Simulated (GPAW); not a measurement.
## Dielectric function and optical constants of LiF (Griceite)

Aim: the dielectric function of LiF (Griceite), and the optical constants that follow from it.

Method: DFT, LDA, plane-wave PAW (GPAW data sets), scalar-relativistic, RPA, optical limit, in GPAW 26.7.0.

Report form: the programs' logs are mostly left out.

## (1) Set-up

It takes space group Fm-3m (No. 225, cubic). The conventional cell has a = 4.028 Å, b = 4.028 Å, c = 4.028 Å, α = 90.00°, β = 90.00°, γ = 90.00°. Nearest to F lie 6 Li at 2.01 Å. Nearest to Li lie 6 F at 2.01 Å. Farther neighbours and most contacts between anions are not listed.

## (2) Ground state

The self-consistent density comes first; it also tells whether there is a gap, which decides the occupations and the need for a Drude term.

This step: DFT, LDA, plane-wave PAW (GPAW data sets), scalar-relativistic, ground state (GPAW 26.7.0).

gs.py

```python
from ase import Atoms
from ase.dft.bandgap import bandgap
from gpaw import GPAW, PW, FermiDirac

atoms = Atoms(['F', 'Li'],
              cell=[[0.000000000000, 2.014000000000, 2.014000000000],
                    [2.014000000000, 0.000000000000, 2.014000000000],
                    [2.014000000000, 2.014000000000, 0.000000000000]],
              scaled_positions=[[0.500000000000, 0.500000000000, 0.500000000000],
                                [0.000000000000, 0.000000000000, 0.000000000000]],
              pbc=[True, True, True])
atoms.calc = GPAW(mode=PW(450), xc='LDA', kpts={'size': (10, 10, 10), 'gamma': True},
                  occupations=FermiDirac(0.05), maxiter=150, txt='gs.txt')
print('energy (eV)', atoms.get_potential_energy())
print('Fermi level (eV)', atoms.calc.get_fermi_level())
print('valence electrons', atoms.calc.get_number_of_electrons())
print('gap (eV)', bandgap(atoms.calc, output=None)[0])
print('direct gap (eV)', bandgap(atoms.calc, direct=True, output=None)[0])
atoms.calc.write('gs.gpw')
```

Command:

```
OMP_NUM_THREADS=1 python gs.py
```

Run time: 3.9 s. Hardware: 1 thread of Arm Neoverse V1, shared host; peak memory 0.12 GiB.

Read-outs, printed or worked out from the files:

- energy: -9.969 eV
- Fermi energy: 2.711 eV
- gap on the k-mesh: 8.781 eV
- direct gap on the mesh: 8.782 eV
- electrons: 8

There is a gap, 8.78 eV on this mesh (points off the mesh can give less), so no carriers' term is needed.

## (3) Bands for the response

At the fixed density, many empty bands are solved on the mesh of the response, since the spectrum sums over them.

This step: DFT, LDA, plane-wave PAW (GPAW data sets), scalar-relativistic, bands at fixed density (GPAW 26.7.0).

nscf.py

```python
from ase.dft.bandgap import bandgap
from gpaw import GPAW, FermiDirac

calc = GPAW('gs.gpw').fixed_density(kpts={'size': (16, 16, 16), 'gamma': True}, nbands=22, convergence={'bands': 16},
                                    occupations=FermiDirac(0.001), txt='nscf.txt')
print('gap (eV)', bandgap(calc, output=None)[0])
print('direct gap (eV)', bandgap(calc, direct=True, output=None)[0])
print('top band over the Fermi level (eV)', min(calc.get_eigenvalues(kpt=k)[15] for k in range(len(calc.get_ibz_k_points()))) - calc.get_fermi_level())
calc.write('full.gpw', mode='all')
```

Command:

```
OMP_NUM_THREADS=1 python nscf.py
```

Elapsed: 16 s, on 1 thread; peak memory 0.15 GiB.

Numbers from this step:

- gap on the k-mesh: 8.776 eV

## (4) Dielectric function, RPA

Transitions between filled and empty bands, summed over the zone, give the optical response, so mesh, band count and broadening shape it.

The induced potential is part of this response.

This step: DFT, LDA, plane-wave PAW (GPAW data sets), scalar-relativistic, RPA, optical limit (GPAW 26.7.0).

df.py

```python
from gpaw.response.df import DielectricFunction

df = DielectricFunction('full.gpw', frequencies={'type': 'nonlinear', 'domega0': 0.03, 'omega2': 8},
                        ecut=80,
                        eta=0.1,
                        nbands=16,
                        txt='df.txt')
for direction in ['x']:
    df.get_dielectric_function(xc='RPA', direction=direction, filename=f'df_{direction}.csv')
```

Command:

```
OMP_NUM_THREADS=1 python df.py
```

It took 4.1 s on 1 thread; peak memory 0.18 GiB.

This step gave:

```
electronic dielectric constant ε∞, mean over x, y and z (by symmetry where fewer were run) : 1.986
main peak of Im epsilon, first axis                                                        : 21.44 eV
```

The Im ε, E ∥ x has structure finer than the step of the table below, so its rows give means over 0.5 eV, whole bins alone (the curve runs from 0 to 25.0 eV). Peaks (eV: height): 10.81: 2.77, 16.75: 2.18, 19.33: 2.25, 21.48: 3.79.

Values under the direct gap are tails of Lorentzian lines. Table of Im ε, E ∥ x by photon energy; means over each step:

```csv
photon energy (eV),"Im ε, E ∥ x"
0.5,4.8e-4
1.0,9.7e-4
1.5,0.00148
2.0,0.00202
2.5,0.00261
3.0,0.00326
3.5,0.00399
4.0,0.00484
4.5,0.00585
5.0,0.00708
5.5,0.00861
6.0,0.0106
6.5,0.0133
7.0,0.0172
7.5,0.0234
8.0,0.0352
8.5,0.0769
9.0,0.376
9.5,0.725
10.0,1.05
10.5,1.87
11.0,2.49
11.5,2.29
12.0,1.85
12.5,1.69
13.0,1.20
13.5,1.18
14.0,0.786
14.5,0.680
15.0,0.462
15.5,0.585
16.0,0.828
16.5,1.38
17.0,1.80
17.5,1.04
18.0,0.877
18.5,1.08
19.0,1.87
19.5,2.21
20.0,1.88
20.5,1.76
21.0,2.33
21.5,3.18
22.0,1.16
22.5,0.525
23.0,0.324
23.5,0.333
24.0,0.316
24.5,0.308
```

Re ε, E ∥ x against photon energy:

photon energy (eV), Re ε, E ∥ x and a bar from the least value:
```
      0.0       1.99 ####################
      0.5       1.99 ####################
      1.0       1.99 ####################
      1.5       2.00 ####################
      2.0       2.01 #####################
      2.5       2.02 #####################
      3.0       2.03 #####################
      3.5       2.05 #####################
      4.0       2.07 #####################
      4.5       2.10 #####################
      5.0       2.13 #####################
      5.5       2.17 ######################
      6.0       2.22 ######################
      6.5       2.28 ######################
      7.0       2.35 #######################
      7.5       2.45 #######################
      8.0       2.59 ########################
      8.5       2.82 ##########################
      9.0       3.13 ############################
      9.5       3.27 #############################
     10.0       3.41 #############################
     10.5       3.50 ##############################
     11.0       2.18 ######################
     11.5       1.54 ##################
     12.0       1.30 ################
     12.5       1.21 ###############
     13.0       1.07 ###############
     13.5       0.93 ##############
     14.0       1.10 ###############
     14.5       1.17 ###############
     15.0       1.46 #################
     15.5       1.92 ####################
     16.0       1.92 ####################
     16.5       2.50 ########################
     17.0       1.19 ###############
     17.5       1.09 ###############
     18.0       1.68 ##################
     18.5       1.93 ####################
     19.0       2.15 #####################
     19.5       1.33 ################
     20.0       0.80 #############
     20.5       1.16 ###############
     21.0       1.19 ###############
     21.5      -0.61 ####
     22.0      -1.23 
     22.5      -0.53 ####
     23.0      -0.04 ########
     23.5       0.13 #########
     24.0       0.34 ##########
     24.5       0.36 ##########
```

The reflectivity at normal incidence, E ∥ x has structure finer than the step of the table below, so its rows give means over 0.5 eV, whole bins alone (the curve runs from 0 to 25.0 eV). Peaks (eV: height): 10.81: 14.8, 16.75: 11.4, 22.02: 50.2.

The reflectivity at normal incidence, E ∥ x by photon energy; means over each step:

photon energy (eV), reflectivity at normal incidence, E ∥ x (%) and a bar:
```
      0.5        2.9 #
      1.0        2.9 #
      1.5        2.9 #
      2.0        3.0 #
      2.5        3.0 #
      3.0        3.1 #
      3.5        3.2 #
      4.0        3.2 #
      4.5        3.4 #
      5.0        3.5 #
      5.5        3.7 #
      6.0        3.9 #
      6.5        4.1 ##
      7.0        4.4 ##
      7.5        4.9 ##
      8.0        5.5 ##
      8.5        6.5 ###
      9.0        7.9 ####
      9.5        8.6 ####
     10.0        9.8 #####
     10.5       12.4 #######
     11.0       13.2 #######
     11.5       12.2 #######
     12.0       10.0 #####
     12.5        9.3 #####
     13.0        6.3 ###
     13.5        6.0 ###
     14.0        3.2 #
     14.5        2.4 
     15.0        1.8 
     15.5        3.4 #
     16.0        4.5 ##
     16.5        8.0 ####
     17.0        9.8 #####
     17.5        4.9 ##
     18.0        3.9 #
     18.5        5.6 ##
     19.0        9.9 #####
     19.5       12.4 #######
     20.0       11.7 ######
     20.5        9.8 #####
     21.0       13.4 ########
     21.5       30.9 ###################
     22.0       47.7 ##############################
     22.5       45.2 ############################
     23.0       29.4 ##################
     23.5       15.0 #########
     24.0        7.6 ####
     24.5        5.9 ###
```

The loss function −Im 1/ε at q → 0, E ∥ x has structure finer than the step of the table below, so its rows give means over 1 eV, whole bins alone (the curve runs from 0 to 25.0 eV). Peaks (eV: height): 12.9: 0.557, 23.0: 3.28.

Values under the direct gap are tails of Lorentzian lines. Loss function −Im 1/ε at q → 0, E ∥ x against energy loss; means over each step:

energy loss (eV), loss function −Im 1/ε at q → 0, E ∥ x and a bar:
```
        1       0.00 
        2       0.00 
        3       0.00 
        4       0.00 
        5       0.00 
        6       0.00 
        7       0.00 
        8       0.01 
        9       0.04 
       10       0.09 #
       11       0.21 ###
       12       0.35 #####
       13       0.45 ######
       14       0.45 ######
       15       0.21 ###
       16       0.17 ##
       17       0.36 #####
       18       0.29 ####
       19       0.25 ###
       20       0.41 #####
       21       0.33 ####
       22       0.49 ######
       23       2.30 ##############################
       24       1.72 ######################
```

Table of refractive index n and extinction k by photon energy:

```csv
photon energy (eV),n,k
0.0,1.41,0
0.5,1.41,1.7e-4
1.0,1.41,3.4e-4
1.5,1.41,5.2e-4
2.0,1.42,7.1e-4
2.5,1.42,9.2e-4
3.0,1.43,0.00114
3.5,1.43,0.00139
4.0,1.44,0.00168
4.5,1.45,0.00202
5.0,1.46,0.00242
5.5,1.47,0.00292
6.0,1.49,0.00355
6.5,1.51,0.00439
7.0,1.53,0.00558
7.5,1.57,0.00741
8.0,1.61,0.0107
8.5,1.68,0.0200
9.0,1.77,0.110
9.5,1.82,0.192
10.0,1.87,0.292
10.5,1.94,0.516
11.0,1.66,0.757
11.5,1.46,0.759
12.0,1.33,0.694
12.5,1.29,0.677
13.0,1.13,0.460
13.5,1.11,0.556
14.0,1.09,0.311
14.5,1.12,0.295
15.0,1.22,0.176
15.5,1.40,0.203
16.0,1.42,0.297
16.5,1.63,0.386
17.0,1.30,0.700
17.5,1.13,0.432
18.0,1.33,0.311
18.5,1.44,0.357
19.0,1.59,0.605
19.5,1.40,0.791
20.0,1.19,0.785
20.5,1.27,0.677
21.0,1.36,0.819
21.5,1.25,1.48
22.0,0.444,1.19
22.5,0.324,0.795
23.0,0.368,0.413
23.5,0.499,0.345
24.0,0.633,0.237
24.5,0.646,0.234
```

Optical constants at common wavelengths, from n + ik = √ε:

```csv
wavelength (nm),n,k,R (%),1/α
1550,1.41,0.000,2.9,452 µm
1064,1.41,0.000,2.9,211 µm
800,1.41,0.001,2.9,118 µm
532,1.42,0.001,3.0,50 µm
365,1.43,0.001,3.1,22 µm
308,1.44,0.002,3.3,14 µm
193,1.51,0.004,4.1,3.6 µm
```

Below the direct gap, k and the depth come from the tails of the Lorentzian lines, not from transitions.

## (5) Results

| Property | Result |
| --- | --- |
| electronic dielectric constant ε∞, mean over x, y and z (by symmetry where fewer were run) (RPA) | 1.99 |
| main peak of Im epsilon, first axis | 21.4 eV |

**Reading.** At this level (LDA, RPA) LiF has ε∞ = 1.99 and n = 1.41 at 1550 nm, and Im ε peaks at 21.4 eV. On the mesh the gap is 8.78 eV and the least direct gap 8.78 eV. Local fields change the static value along x from 2.06 to 1.99 (-4 %). Distinct maxima of Im ε, read by a parabola through the highest points, lie at 10.84 eV (2.8), 11.37 eV (2.6), 19.32 eV (2.3) and 21.44 eV (3.8). Excitons and phonon-assisted transitions are missing; LDA gaps are as a rule too small, which pulls the onset down and ε∞ up. The sum runs over mesh points, so small or evenly spaced maxima can still be ripples of the mesh. In this version of GPAW the matrix elements of the optical limit are incomplete, which can lower ε − 1 by up to a tenth where first-row anions or d states rule, and shift it by more in d metals.

[Machine, clock and banner lines and Python warnings are left out of the logs.]

[Logs are printed without paths, hosts, clocks, repeated set-up lines and the standing remarks that a program may print on its own settings, such as how far it seeks lower states.]

[Hosts, paths, dates, database ids (printed as entryN), source tags and the programs' standing remarks are cut or masked in the printed files.]
